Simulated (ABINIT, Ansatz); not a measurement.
# SrLiCl3 (Pm-3m): zone-centre phonons

Aim: the zone-centre modes of SrLiCl3 (Pm-3m).

Method: DFT LDA, scalar-relativistic, plane waves, PseudoDojo norm-conserving pseudopotentials, in ABINIT 10.8.3.

Report form: the programs' logs are mostly left out.

The structure was built from a prototype and need not be the compound's stable phase.

## 1. Starting point

Symmetry: Pm-3m, No. 221, cubic system. Conventional cell: a = 5.477 Å, b = 5.477 Å, c = 5.477 Å, α = 90.00°, β = 90.00°, γ = 90.00°. Li has 12 Cl at 3.87 Å nearest. Nearest to Sr lie 6 Cl at 2.74 Å. Cl has 2 Sr at 2.74 Å nearest. Farther neighbours and most contacts between anions are not listed.

As a file:

```cif
data_structure
_symmetry_space_group_name_H-M 'Pm-3m'
_symmetry_Int_Tables_number 221
_cell_length_a 5.4769
_cell_length_b 5.4769
_cell_length_c 5.4769
_cell_angle_alpha 90.000
_cell_angle_beta 90.000
_cell_angle_gamma 90.000
_cell_volume 164.28
loop_
_atom_site_label
_atom_site_type_symbol
_atom_site_symmetry_multiplicity
_atom_site_Wyckoff_symbol
_atom_site_fract_x
_atom_site_fract_y
_atom_site_fract_z
_atom_site_occupancy
Li1 Li 1 a 0.00000 0.00000 0.00000 1
Sr1 Sr 1 b 0.50000 0.50000 0.50000 1
Cl1 Cl 3 c 0.50000 0.50000 0.00000 1
```

## 2. Relaxing the cell and atoms

The harmonic expansion needs vanishing forces, and a free crystal bears no stress, so cell and atoms are brought to rest. Stress is more sensitive to the basis than forces are: the last 3 Ha under the cutoff are smoothed with ecutsm, and the cutoff is raised above that of the later runs.

The starting cell comes from a relaxation made beforehand in Ansatz (LDA, PseudoDojo NC).

Contents of relax.abi:

```
# relaxation
ionmov 2
optcell 2
dilatmx 1.08
ntime 40
tolmxf 1.0d-05
tolvrs 1.0d-14
prtwf 0
prtden 0
chksymtnons 0

# basis, mesh and filling
ecut 41.0
ecutsm 3.0
ngkpt 4 4 4
nshiftk 1
shiftk 0.0 0.0 0.0
istwfk *1
occopt 1
nband 17
nstep 100
diemac 9.0
prtebands 0
prtgsr 0
useylm 1

# cell and atoms
acell 10.34976928 10.34976928 10.34976928
rprim 
    1.0 0.0 0.0
    0.0 1.0 0.0
    0.0 0.0 1.0
ntypat 3
znucl 3 38 17
natom 5
typat 1 2 3 3 3
xred 
    0.0 0.0 0.0
    0.5 0.5 0.5
    0.5 0.5 0.0
    0.5 0.0 0.5
    0.0 0.5 0.5
pp_dirpath "./pseudo"
pseudos "Li.upf, Sr.upf, Cl.upf"
```

Command:

```bash
$ OMP_NUM_THREADS=1 mpirun -n 4 abinit relax.abi > relax.log
```

It took 75 s on 4 MPI ranks of Intel Xeon Platinum 8375C at 2.90GHz (Ice Lake), shared host; 5 min of CPU time.

Little changed from the start: no atom moved by 0.005 Å and no cell edge by 0.1 %.

Read from the output:

* volume per atom: 32.86 Å³
* pressure: -0.002166 GPa

## 3. Self-consistent run for the response

The response is built on these wavefunctions, so the potential is converged far more tightly than an energy would need. The mesh is shifted off Γ, since shifted meshes converge sums over the zone faster.

Contents of gs.abi:

```
# ground state
tolvrs 1.0d-16
prtden 1
prtwf 1

# basis, mesh and filling
ecut 33.0
ngkpt 4 4 4
nshiftk 1
shiftk 0.5 0.5 0.5
istwfk *1
occopt 1
nband 17
nstep 100
diemac 9.0
prtebands 0
prtgsr 0
useylm 1

# cell and atoms
acell 10.34976928 10.34976928 10.34976928
rprim 
    1.0 0.0 0.0
    0.0 1.0 0.0
    0.0 0.0 1.0
ntypat 3
znucl 3 38 17
natom 5
typat 1 2 3 3 3
xred 
    0.0 0.0 0.0
    0.5 0.5 0.5
    0.5 0.5 0.0
    0.5 0.0 0.5
    0.0 0.5 0.5
pp_dirpath "./pseudo"
pseudos "Li.upf, Sr.upf, Cl.upf"
```

Command:

```bash
$ OMP_NUM_THREADS=1 mpirun -n 4 abinit gs.abi > gs.log
```

The job ended after 16 s (4 MPI ranks; 65 s of CPU time).

This step gave:

```yaml
pressure: -0.05108 GPa
```

The cell stands at -0.051 GPa, close enough for phonons.

## 4. The gap at rest

Empty bands on the ground state's density check that the gap assumed so far is there in this cell.

Contents of gap.abi:

```
# empty bands on the ground state's density
iscf -2
getden_filepath "gso_DEN"
tolwfr 1.0d-12
nbdbuf 2
prtwf 0

# basis, mesh and filling
ecut 33.0
ngkpt 4 4 4
nshiftk 1
shiftk 0.0 0.0 0.0
istwfk *1
occopt 1
nband 21
nstep 100
diemac 9.0
prtebands 0
prtgsr 0
useylm 1

# cell and atoms
acell 10.34976928 10.34976928 10.34976928
rprim 
    1.0 0.0 0.0
    0.0 1.0 0.0
    0.0 0.0 1.0
ntypat 3
znucl 3 38 17
natom 5
typat 1 2 3 3 3
xred 
    0.0 0.0 0.0
    0.5 0.5 0.5
    0.5 0.5 0.0
    0.5 0.0 0.5
    0.0 0.5 0.5
pp_dirpath "./pseudo"
pseudos "Li.upf, Sr.upf, Cl.upf"
```

Command:

```bash
$ OMP_NUM_THREADS=1 mpirun -n 4 abinit gap.abi > gap.log
```

It took 30 s on 4 MPI ranks.

This step gave:

| Property | Result |
| --- | --- |
| gap on the k-mesh | 3.460 eV |

In this cell the gap on the mesh is 3.5 eV, indirect (smallest direct 3.7 eV), so fixed occupations hold.

## 5. Linear response at Γ

The derivative of the wavefunctions by k comes first, since the response to a field is built on it; then the field and the displacements that symmetry doesn't supply are solved at q = 0.

It reads the wavefunctions written in step 3.

Contents of dfpt_gamma.abi:

```
ndtset 2

# common to the responses
getwfk_filepath "gso_WFK"
kptopt 2
nqpt 1
qpt 0.0 0.0 0.0
asr 0
chneut 0

# d/dk
rfelfd1 2
rfdir1 1 1 1
iscf1 -3
tolwfr1 1.0d-20

# displacements, field
rfphon2 1
rfatpol2 1 5
rfdir2 1 1 1
rfelfd2 3
getddk2 1
tolvrs2 1.0d-10
prtwf2 0

# basis, mesh and filling
ecut 33.0
ngkpt 4 4 4
nshiftk 1
shiftk 0.5 0.5 0.5
istwfk *1
occopt 1
nband 17
nstep 100
diemac 9.0
prtebands 0
prtgsr 0
useylm 1

# cell and atoms
acell 10.34976928 10.34976928 10.34976928
rprim 
    1.0 0.0 0.0
    0.0 1.0 0.0
    0.0 0.0 1.0
ntypat 3
znucl 3 38 17
natom 5
typat 1 2 3 3 3
xred 
    0.0 0.0 0.0
    0.5 0.5 0.5
    0.5 0.5 0.0
    0.5 0.0 0.5
    0.0 0.5 0.5
pp_dirpath "./pseudo"
pseudos "Li.upf, Sr.upf, Cl.upf"
```

Command:

```bash
$ OMP_NUM_THREADS=1 mpirun -n 4 abinit dfpt_gamma.abi > dfpt_gamma.log
```

Elapsed: 6.3 min, on 4 MPI ranks.

Read from the output:

- miss of the charge sum rule: 0.01745 e
- largest acoustic frequency at the zone centre before the sum rule: 0.55 cm⁻¹
- highest optical zone-centre mode (no LO-TO term): 279.9 cm⁻¹
- lowest optical zone-centre mode: -175.7 cm⁻¹
- mean high-frequency dielectric constant: 2.532
- largest Born charge in size (third of the trace): 2.357 e

Born charge (rows field, columns displacement), before the sum rule (e), principal values of the symmetric part by kind of site:

```
atom  atoms with these values    low  middle   high   mean
 Li1                        1   1.34    1.34   1.34   1.34
 Sr2                        1   2.36    2.36   2.36   2.36
 Cl3                        3  -1.93   -0.87  -0.87  -1.23
```

In full for Cl3:

```
-0.87  0.00  0.00
 0.00 -0.87  0.00
 0.00  0.00 -1.93
```

High-frequency dielectric tensor:

```
2.53 0.00 0.00
0.00 2.53 0.00
0.00 0.00 2.53
```

The acoustic modes at Γ come out as far as 0.6 cm⁻¹ from zero, where they should vanish, a small numerical error; the Born charges miss their sum rule by 0.017 e, which is good. The lowest optical mode is imaginary, 176i cm⁻¹, an instability at this level and on this k mesh.

## 6. Zone-centre analysis

anaddb reads the merged derivatives, imposes the acoustic sum rule and charge neutrality, and adds the LO-TO term along chosen directions.

Contents of anaddb.abi:

```
ddb_filepath "gamma_DDB"
output_file "anaddb.abo"
outdata_prefix "anaddb"
asr 1
chneut 1
enunit 2
eivec 1
nph1l 1
qph1l 0.0 0.0 0.0 1.0
dieflag 2
nph2l 3
qph2l 
    1.0 0.0 0.0 0.0
    0.0 0.0 1.0 0.0
    1.0 1.0 1.0 0.0
```

Contents of mrgddb.in:

```
gamma_DDB
merged
2
dfpt_gammao_DS2_DDB
gso_DDB
```

Command:

```bash
$ mrgddb < mrgddb.in > mrgddb.log
$ OMP_NUM_THREADS=1 anaddb anaddb.abi > anaddb.log
```

The job ended after 0.72 s (1 thread).

Read from the output:

```
highest mode moved by the LO-TO term : 323.2 cm⁻¹
```

No LO-TO term; unit eigenvectors of the mass-weighted matrix, from anaddb's displacements. The modes at Γ (shares of kinetic energy by element, %) (negative means imaginary):

```
mode  frequency (cm⁻¹)  symmetry  Li %  Sr %  Cl %
   1            -175.7       T1u    86     0    13
   2            -175.7       T1u    86     0    13
   3            -175.7       T1u    86     0    13
   4             -58.5       T2u     0     0   100
   5             -58.5       T2u     0     0   100
   6             -58.5       T2u     0     0   100
   7               0.0  acoustic     3    44    53
   8               0.0  acoustic     3    44    53
   9               0.0  acoustic     3    44    53
  10              76.7       T1u    10    32    58
  11              76.7       T1u    10    32    58
  12              76.7       T1u    10    32    58
  13             279.9       T1u     0    24    76
  14             279.9       T1u     0    24    76
  15             279.9       T1u     0    24    76
```

Displacements in mode 1 (-175.7 cm⁻¹), the largest set to 1:
```
Li1  0.00  0.00 -1.00
Sr2  0.00  0.00 -0.02
Cl3  0.00  0.00 -0.01
Cl4  0.00  0.00  0.12
Cl5  0.00  0.00  0.12
```

Displacements in mode 13 (279.9 cm⁻¹), the largest set to 1:
```
Li1  0.00  0.00  0.05
Sr2  0.00  0.00  0.36
Cl3  0.00  0.00 -1.00
Cl4  0.00  0.00  0.05
Cl5  0.00  0.00  0.05
```

With imaginary modes the relaxed-ion tensors have no meaning and are not tabulated.

The rule moves no optical mode by more than 0.1 cm⁻¹.

## 7. Sum rules set otherwise (asr 0)

Without the rule the raw error of the acoustic modes shows.

Edit anaddb.abi of step 6 so:

```diff
@@ -3,4 +3,4 @@
 outdata_prefix "anaddb"
-asr 1
-chneut 1
+asr 0
+chneut 0
 enunit 2
```

mrgddb.in is that of step 6.

Run time: 0.75 s. Hardware: 1 thread.

Zone-centre frequencies as printed; negative means imaginary. Modes:

```
mode  frequency (cm⁻¹)
   1            -175.7
   2            -175.7
   3            -175.7
   4            -58.54
   5            -58.54
   6            -58.54
   7              0.55
   8              0.55
   9              0.55
  10             76.72
  11             76.72
  12             76.72
  13             279.9
  14             279.9
  15             279.9
```

With imaginary modes the relaxed-ion tensors have no meaning and are not tabulated.

## 8. Summary of results

```json
{
  "space group after relaxation": "Pm-3m",
  "volume per atom": "32.9 Å³",
  "highest optical zone-centre mode (no LO-TO term)": "279.9 cm⁻¹",
  "lowest optical zone-centre mode": "-175.7 cm⁻¹",
  "highest mode moved by the LO-TO term": "323.2 cm⁻¹",
  "mean high-frequency dielectric constant": "2.53",
  "largest Born charge in size (third of the trace)": "2.36 e",
  "imaginary optical modes at the zone centre (no q mesh in this session)": "yes"
}
```

What this shows: At the LDA level the optical modes of SrLiCl3 (Pm-3m) at the zone centre (no LO-TO term) run from 176i to 280 cm⁻¹, so the structure is a saddle point, with 6 modes beyond 10i cm⁻¹ there. Along the directions run, the highest mode that the macroscopic field moves lies at 323 cm⁻¹. These are harmonic frequencies at zero temperature: anharmonic shifts and linewidths and thermal expansion are left out. The structure is a hypothetical one, built on a prototype.

[Host names and launcher messages were left out of these logs when they were recorded.]

[Logs are printed without paths, hosts, clocks, repeated set-up lines and the standing remarks that a program may print on its own settings, such as how far it seeks lower states.]

[Hosts, paths, dates, database ids (printed as entryN), source tags and the programs' standing remarks are cut or masked in the printed files.]
